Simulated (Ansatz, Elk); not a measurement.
## Bi3Ir: X-ray structure factors from the self-consistent density

The structure of Bi3Ir used here is made up (a known structure type with other elements) and was relaxed beforehand with r2SCAN. The aim is the Fourier transform of its all-electron density, F(hkl), set beside the sum over free spherical atoms that refinements use.

Calculated with Elk 11.2.3 (patched build); DFT, PBE, all-electron APW+lo, Dirac cores, scalar-relativistic bands, static density, no spin.

The structure was built from a prototype and need not be the compound's stable phase.

### Step 1. The structure

The structure is tetragonal, space group I4/mmm (No. 139). The conventional cell has a = 4.797 Å, b = 4.797 Å, c = 8.683 Å, α = 90.00°, β = 90.00°, γ = 90.00°. Nearest to Bi lie 4 Ir at 3.24 Å and 8 Bi at 3.24 to 3.39 Å. Nearest to Bi lie 8 Bi at 3.24 Å and 4 Ir at 3.39 Å. Nearest to Ir lie 12 Bi at 3.24 to 3.39 Å. Farther neighbours are not listed.

### Step 2. Ground state and structure factors

An all-electron density is needed, since X-rays see the cores too. Task 0 finds the density and task 195 Fourier-transforms it; tshift is off so that phases refer to the origin typed.

Contents of elk.in:

```
tasks
  0
  195

xctype
  20

spinpol
  .false.

rgkmax
  7.0

gmaxvr
  14.0

lmaxo
  7

lmaxapw
  8

swidth
  0.002

tshift
  .false.

ramdisk
  .false.

hmaxvr
  5.5

maxscl
  120

epspot
  1e-06

sppath
  './'

avec
  -4.53282437261 4.53282437261 8.20459286341
  4.53282437261 -4.53282437261 8.20459286341
  4.53282437261 4.53282437261 -8.20459286341

atoms
  2
  'Bi.in'
  3
  0.7500000000 0.2500000000 0.5000000000   0.000000 0.000000 0.000000
  0.2500000000 0.7500000000 0.5000000000   0.000000 0.000000 0.000000
  0.5000000000 0.5000000000 -0.0000000000   0.000000 0.000000 0.000000
  'Ir.in'
  1
  0.0000000000 0.0000000000 0.0000000000   0.000000 0.000000 0.000000

ngridk
  7 7 7
```

Launch:

```console
OMP_NUM_THREADS=4 elk
```

Numbers of over 12 decimals in the logs are rounded to 6 here.

The program printed:

```text
┌─────────────────────────┐
│ Elk code version 11.2.3 │
└─────────────────────────┘

All units are atomic (Hartree, Bohr, etc.)

┌─────────────────────────────────────────────────┐
│ Ground-state run starting from atomic densities │
└─────────────────────────────────────────────────┘

Lattice vectors :
  -4.532824373       4.532824373       8.204592863
   4.532824373      -4.532824373       8.204592863
   4.532824373       4.532824373      -8.204592863

Reciprocal lattice vectors :
 -0.2187335979E-16  0.6930761917      0.3829065873
  0.6930761917     -0.2187335979E-16  0.3829065873
  0.6930761917      0.6930761917      0.2035700361E-17

Unit cell volume      :    674.3025638
Brillouin zone volume :   0.3678618869

Muffin-tin inner radius fraction :   0.1000000000E-01

Nuclei treated as point charges

Species : 1 (Bi)
 parameters loaded from : Bi.in
 name : bismuth
 nuclear charge    :   -83.00000000
 electronic charge :    83.00000000
 atomic mass :    380947.9285
 muffin-tin radius :    2.800000000
 number of radial points in muffin-tin :   1393
 inner part over the whole radius :   0.9976520004E-02
 number on inner part of muffin-tin    :   1001
 approximate nuclear radius :   0.1052171418E-03
 number of mesh points to nuclear radius :    526
 atomic positions (lattice), magnetic fields (Cartesian) :
  1 :  -0.25000000  0.25000000  0.50000000    0.00000000  0.00000000  0.00000000
  2 :   0.25000000 -0.25000000  0.50000000    0.00000000  0.00000000  0.00000000
  3 :   0.50000000  0.50000000  0.00000000    0.00000000  0.00000000  0.00000000

Species : 2 (Ir)
 parameters loaded from : Ir.in
 name : iridium
 nuclear charge    :   -77.00000000
 electronic charge :    77.00000000
 atomic mass :    350390.1562
 muffin-tin radius :    2.800000000
 number of radial points in muffin-tin :   1393
 inner part over the whole radius :   0.9964929683E-02
 number on inner part of muffin-tin    :   1000
 approximate nuclear radius :   0.1024342351E-03
 number of mesh points to nuclear radius :    522
 atomic positions (lattice), magnetic fields (Cartesian) :
  1 :   0.00000000  0.00000000  0.00000000    0.00000000  0.00000000  0.00000000

Total number of atoms per unit cell :    4
Total muffin-tin volume :    367.8092903
 ratio of muffin-tin to unit cell volume :   0.5454662492

Spin treatment :
 spin-unpolarised

Number of Bravais lattice symmetries :   16
Number of crystal symmetries         :   16
Crystal has inversion symmetry
Real symmetric eigensolver will be used

k-point grid :      7     7     7
k-point offset :    0.000000000       0.000000000       0.000000000
k-point set is reduced with full crystal symmetry group
Total number of k-points :       40

Muffin-tin radius times maximum |G+k| :    7.000000000
 using average radius
Maximum |G+k| for APW functions       :    2.500000000
Maximum (1/2)|G+k|²                   :    3.125000000
Maximum |G| for potential and density :    14.00000000
Constant for pseudocharge density :   10
 order of it for each species :   17  17
 order of it for pair densities of each species (exact exchange by exxq0 0: 18) :   10  10
Radial integration step length :    1

G-vector grid sizes :     48    48    48
Number of G-vectors :    31293

Maximum angular momentum used for
 APW functions            :    8
 outer part of muffin-tin :    7
 inner part of muffin-tin :    2

Total nuclear charge    :   -326.0000000
Total core charge       :    252.0000000
Total valence charge    :    74.00000000
Total excess charge     :    0.000000000
Total electronic charge :    326.0000000

Effective Wigner radius, rₛ :   0.7904047361

Number of empty states         :     16
Total number of valence states :     54
Total number of core states    :    252

Third-order local-orbitals added for an l without core states : T
Total number of local-orbitals :     83

Exchange-correlation functional :     20     0     0
 Perdew-Burke-Ernzerhof, Phys. Rev. Lett. 77, 3865 (1996)
 gradient requirement :    1
[...]
electron entropic           :    -0.80308856413204E-03
 total energy                :     -82604.860197689

Density of states at Fermi energy :    61.86128977
 (states/Hartree/unit cell)

Estimated indirect band gap :   0.1360915249E-03
 from k-point 2 to k-point 36
Estimated direct band gap   :   0.9357637444E-02
 at k-point 19

Charges :
 core                        :    252.0000000
 valence                     :    74.00000000
 interstitial                :    6.170159902
 muffin-tins (core leakage)
  species : 1 (Bi)
   atom 1                    :    80.91950578     (  0.7065536661E-03)
   atom 2                    :    80.91950578     (  0.7065536661E-03)
[...]
species : 2 (Ir)
[...]
total in muffin-tins        :    319.8298401
 total calculated charge     :    325.9967582
 total charge                :    326.0000000
 error                       :   0.3241806942E-02

RMS change in Kohn-Sham potential (target) :   0.2645664963     (  0.1000000000E-05)
Absolute change in total energy (target)   :   0.9260546621     (  0.1000000000E-03)

[... loops 3 to 16 left out ...]

┌──────────────────┐
│ Loop number : 17 │
└──────────────────┘

Energies :
 Fermi                       :     0.304399
 sum of occupied eigenvalues :     -51073.647098129
 electron kinetic            :      96093.427786514
 core electron kinetic       :      94882.267734908
 Coulomb                     :     -177150.69817072
 Coulomb potential           :     -145144.32511161
 nuclear-nuclear             :     -6948.8114050601
 electron-nuclear            :     -195394.54974647
 Hartree                     :      25192.662980809
 Madelung                    :     -104578.53561492
 xc potential                :     -2022.7497730338
 exchange                    :     -1525.3196945139
 correlation                 :     -20.118600238309
 electron entropic           :    -0.79942818029797E-03
 total energy                :     -82602.709478388

Density of states at Fermi energy :    60.08017563
 (states/Hartree/unit cell)

Estimated indirect band gap :   0.1399166127E-02
 from k-point 1 to k-point 21
Estimated direct band gap   :   0.1003854097E-01
 at k-point 1

Charges :
 core                        :    252.0000000
 valence                     :    74.00000000
 interstitial                :    6.352496189
 muffin-tins (core leakage)
  species : 1 (Bi)
[...]
species : 2 (Ir)
[...]
total in muffin-tins        :    319.6475038
 total calculated charge     :    325.9968976
 total charge                :    326.0000000
 error                       :   0.3102368881E-02

RMS change in Kohn-Sham potential (target) :   0.1250850041E-06 (  0.1000000000E-05)
Absolute change in total energy (target)   :   0.7815932622E-04 (  0.1000000000E-03)

Convergence targets achieved

┌──────────────────┐
│ Loop number : 18 │
└──────────────────┘

Energies :
 Fermi                       :     0.304399
 sum of occupied eigenvalues :     -51073.647106812
 electron kinetic            :      96093.427780397
 core electron kinetic       :      94882.267728295
 Coulomb                     :     -177150.69817200
 Coulomb potential           :     -145144.32510630
 nuclear-nuclear             :     -6948.8114050601
 electron-nuclear            :     -195394.54975481
 Hartree                     :      25192.662987871
 Madelung                    :     -104578.53561885
 xc potential                :     -2022.7497809038
 exchange                    :     -1525.3196947068
 correlation                 :     -20.118600239002
 electron entropic           :    -0.79942822853567E-03
 total energy                :     -82602.709485976

Density of states at Fermi energy :    60.08017675
 (states/Hartree/unit cell)

Estimated indirect band gap :   0.1399173297E-02
 from k-point 1 to k-point 21
Estimated direct band gap   :   0.1003854026E-01
 at k-point 1

Charges :
 core                        :    252.0000000
 valence                     :    74.00000000
 interstitial                :    6.352496071
 muffin-tins (core leakage)
  species : 1 (Bi)
[...]
atom 2                    :    81.18352883     (  0.6752383067E-03)
   atom 3                    :    81.24221662     (  0.6796389769E-03)
  species : 2 (Ir)
   atom 1                    :    76.03822966     (  0.2482007782E-03)
 total in muffin-tins        :    319.6475039
 total calculated charge     :    325.9968976
 total charge                :    326.0000000
 error                       :   0.3102368911E-02

┌──────────────────────────────┐
│ Self-consistent loop stopped │
└──────────────────────────────┘

Warning : core states of species 1 leak from the muffin-tin :   0.6796389769E-03

Warning : core states of species 2 leak from the muffin-tin :   0.2482007782E-03

Wrote STATE.OUT
```

Elapsed: 40 s, on 4 threads of Arm Neoverse V2, shared host; peak memory 0.22 GiB; 2 min of CPU time.

SFACRHO.OUT:

```text

h k l indices transformed by vhmat matrix:
   1.000000000       0.000000000       0.000000000    
   0.000000000       1.000000000       0.000000000    
   0.000000000       0.000000000       1.000000000    

      h      k      l  multipl.   |H|            Re(F)            Im(F)           |F|

      0      0      0      1   0.0000000       326.00000      0.98904930E-16   326.00000    
     -1     -1      1      2  0.76581317      -5.1168125      0.35988448E-13   5.1168125    
      1      0     -1      8  0.79181567      -5.1257529      0.89227398E-14   5.1257529    
      1     -1      0      4  0.98015775      -5.0131188      0.64182611E-16   5.0131188    
     -2      0      1      8   1.2438565       279.77356      0.16233993E-14   279.77356    
      1      2     -1      8   1.3416079      -5.0212621     -0.97419046E-13   5.0212621    
      1     -1      1      4   1.3861524       272.82237     -0.16502176E-13   272.82237    
     -2     -2      2      2   1.5316263       265.74569     -0.55172635E-15   265.74569    
      2      0      0      8   1.5836313      -5.0069257      0.13176123E-13   5.0069257    
      0     -1     -1     16   1.5963679      -4.9988184     -0.80974115E-14   4.9988184    
      2      2     -3      8   1.8184027      -4.8935401     -0.78807701E-13   4.8935401    
      1      2      0     16   1.9290749      -4.7725082     -0.88878507E-13   4.7725082    
      2     -2      0      4   1.9603155       246.51291      0.13701968E-16   246.51291    
      2      3     -3      8   2.0361216      -4.6680795      0.37840180E-13   4.6680795    
      3      1     -3      8   2.0657439       241.96187      0.70179295E-13   241.96187    
     -1      3     -1      8   2.1045918      -4.6650294     -0.84225106E-13   4.6650294    
      2     -1      1      8   2.1141923      -4.6326725      0.74638810E-14   4.6326725    
      2     -2      1      8   2.1916994      -4.5926349     -0.91307320E-13   4.5926349
```

Elk indexes on the primitive cell of elk.in and gives |H| = 4π sin θ/λ in inverse bohr. Below, one row stands for each form hkl of the conventional cell (m members, Friedel mates merged), F is for one primitive cell and the density is static (no thermal factor). Free-atom factors are Waasmaier and Kirfel's, and R is Σm||F|−|F'||/Σm|F|.

```tsv
hkl	m	sin θ/λ (Å⁻¹)	abs F, DFT	neutral atoms	diff.
002	2	0.115	5.117	5.467	-0.350
101	8	0.119	5.126	5.442	-0.316
110	4	0.147	5.013	5.270	-0.257
112	8	0.187	279.774	280.016	-0.242
103	8	0.202	5.021	5.008	+0.014
200	4	0.208	272.822	273.085	-0.263
004	2	0.230	265.746	266.127	-0.381
202	8	0.238	5.007	4.868	+0.139
211	16	0.240	4.999	4.861	+0.138
114	8	0.274	4.894	4.743	+0.150
213	16	0.290	4.772	4.685	+0.088
220	4	0.295	246.513	246.548	-0.035
105	8	0.306	4.668	4.628	+0.040
204	8	0.311	241.962	241.968	-0.006
222	8	0.317	4.665	4.592	+0.073
301	8	0.318	4.633	4.587	+0.046
310	8	0.330	4.593	4.545	+0.047
006	2	0.345	4.509	4.488	+0.021
```

### Step 3. The highest occupied states alone

An energy window below the Fermi level keeps the highest occupied states, to see at which angles they scatter; shallow core shells can lie inside it and anion s states outside. No new self-consistency is needed.

elk.in: that of step 2 with these lines changed.

```diff
@@ -1,3 +1,2 @@
 tasks
-  0
   195
@@ -40,2 +39,5 @@
 
+wsfac
+  -0.136590 0.604400
+
 sppath
```

Launch:

```console
OMP_NUM_THREADS=4 elk
```

The program printed:

```text
┌─────────────────────────────────┐
│ Elk code version 11.2.3 started │
└─────────────────────────────────┘

Info(readinput): the functional depends on the density's gradient
 muffin-tin radial points multiplied by    2.00000
 (not where nrmtscf is given)

┌────────────────────┐
│ Current task : 195 │
└────────────────────┘

Info(sfacrho): density structure factors written to SFACRHO.OUT

 Energy window :  -0.1365900000      0.6044000000

┌──────────────────┐
│ Elk code stopped │
└──────────────────┘
```

It took 11 s on 4 threads; peak memory 0.18 GiB.

States within 12 eV below the Fermi level hold 22.14 electrons; any levels below the window count with the cores, and a count that is not whole means the window cuts a band. Their amplitudes can exceed the total, where window and core parts have opposite phase:

```tsv
hkl	sin θ/λ (Å⁻¹)	abs F, window	abs F, all
002	0.115	4.088	5.117
101	0.119	4.107	5.126
110	0.147	3.483	5.013
112	0.187	4.300	279.774
103	0.202	2.341	5.021
200	0.208	2.951	272.822
004	0.230	1.781	265.746
202	0.238	1.614	5.007
211	0.240	1.581	4.999
114	0.274	1.086	4.894
```

[end of part 1 of 2]

[Logs are printed without paths, hosts, clocks, repeated set-up lines and the standing remarks that a program may print on its own settings, such as how far it seeks lower states.]

[Hosts, paths, dates, database ids (printed as entryN), source tags and the programs' standing remarks are cut or masked in the printed files.]
